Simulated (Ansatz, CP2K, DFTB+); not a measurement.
**A faulty CP2K run on B3H7N (P2_1/c) (132 atoms)**

Program: CP2K 2026.2, a calculation on a cell of 36 B, 84 H and 12 N, 10.3 Å³ an atom.

input.inp reads:

```
&GLOBAL
  PROJECT cell
  RUN_TYPE ENERGY_FORCE
  PRINT_LEVEL LOW
&END GLOBAL
&FORCE_EVAL
  METHOD QS
  STRESS_TENSOR ANALYTICAL
  &DFT
    BASIS_SET_FILE_NAME BASIS_MOLOPT
    POTENTIAL_FILE_NAME GTH_POTENTIALS
    &MGRID
      CUTOFF 600
      REL_CUTOFF 50
      NGRIDS 5
    &END MGRID
    &QS
      EPS_DEFAULT 1.0E-12
    &END QS
    &SCF
      SCF_GUESS ATOMIC
      EPS_SCF 1.0E-06
      MAX_SCF 50
      &DIAGONALIZATION
        ALGORITHM STANDARD
      &END DIAGONALIZATION
      &SMEAR ON
        METHOD FERMI_DIRAC
        ELECTRONIC_TEMPERATURE [K] 580
      &END SMEAR
      &MIXING
        METHOD BROYDEN_MIXING
        ALPHA 0.15
        NBROYDEN 8
      &END MIXING
      &PRINT
        &RESTART OFF
        &END RESTART
      &END PRINT
    &END SCF
    &XC
      &XC_FUNCTIONAL PBE
      &END XC_FUNCTIONAL
    &END XC
    &PRINT
      &MULLIKEN ON
      &END MULLIKEN
      &HIRSHFELD ON
        SHAPE_FUNCTION DENSITY
      &END HIRSHFELD
      &MO ON
        EIGENVALUES T
        OCCUPATION_NUMBERS T
        MO_INDEX_RANGE 115 126
        &EACH
          QS_SCF 0
        &END EACH
        ADD_LAST NUMERIC
      &END MO
    &END PRINT
  &END DFT
  &SUBSYS
    &CELL
      A 9.99700 0.00000 0.00000
      B 0.00000 14.47200 0.00000
      C -5.56892 0.00000 9.41024
    &END CELL
    &COORD
      SCALED
      B 0.13035 0.22743 0.94156
      B 0.86222 0.06008 0.56967
      B 0.87338 0.10391 0.06554
      B 0.12600 0.26858 0.44161
      B 0.30397 0.18028 0.06003
      B 0.68910 0.01342 0.43613
      B 0.70099 0.15155 0.94040
      B 0.30734 0.32127 0.56961
      B 0.28156 0.23391 0.89331
      B 0.70619 0.05509 0.59577
[... 118 atom lines left out ...]
      N 0.28457 0.81872 0.80101
      N 0.71061 0.97313 0.69996
      N 0.72821 0.85540 0.20118
      N 0.28253 0.69045 0.29723
    &END COORD
    &KIND B
      BASIS_SET DZVP-MOLOPT-SR-GTH-q3
      POTENTIAL GTH-PBE-q3
    &END KIND
    &KIND H
      BASIS_SET DZVP-MOLOPT-SR-GTH-q1
      POTENTIAL GTH-PBE-q1
    &END KIND
    &KIND N
      BASIS_SET DZVP-MOLOPT-SR-GTH-q5
      POTENTIAL GTH-PBE-q5
    &END KIND
  &END SUBSYS
  &PRINT
    &FORCES ON
    &END FORCES
    &STRESS_TENSOR ON
    &END STRESS_TENSOR
  &END PRINT
&END FORCE_EVAL
```

Command:

```sh
$ OMP_NUM_THREADS=1 mpirun -np 4 cp2k.psmp -i input.inp > output.txt
```

The log of the run:

```text
CP2K| version string:                                       CP2K version 2026.2
 CP2K| Input file name                                                 input.inp
 GLOBAL| Basis set file name                                        BASIS_MOLOPT
 GLOBAL| Potential file name                                      GTH_POTENTIALS
 GLOBAL| Run type                                                   ENERGY_FORCE
 GLOBAL| Total number of message passing processes                             4
 GLOBAL| Number of threads for this process                                    1
 *   ___                                                                       *
 *  /   \                                                                      *
 * [ABORT]                                                                     *
 *  \___/             Extra MOs (ADDED_MOS) are required for smearing          *
 *    |                                                                        *
 *  O/|                                                                        *
 * /| |                                                                        *
```

Wall time 1.1 s (4 MPI ranks of Intel Xeon Platinum 8175M at 2.50GHz (Skylake/Cascade Lake), shared host); peak memory 0.71 GiB.

Banners, paths, timers and routine set-up lines are dropped from the logs unmarked, and long logs keep their key lines alone; longer cuts are marked.

Q: Find the fault and mend it.

Smearing without added orbitals: added orbitals 0. Mend: give ADDED_MOS, enough empty orbitals to hold the smearing.

The program stopped at the start.

[Also dropped from logs without a mark: logging warnings of Python, and SIESTA's first energy breakdown and zero terms.]

[Logs are printed without paths, hosts, clocks, repeated set-up lines and the standing remarks that a program may print on its own settings, such as how far it seeks lower states.]

[Hosts, paths, dates, database ids (printed as entryN), source tags and the programs' standing remarks are cut or masked in the printed files.]
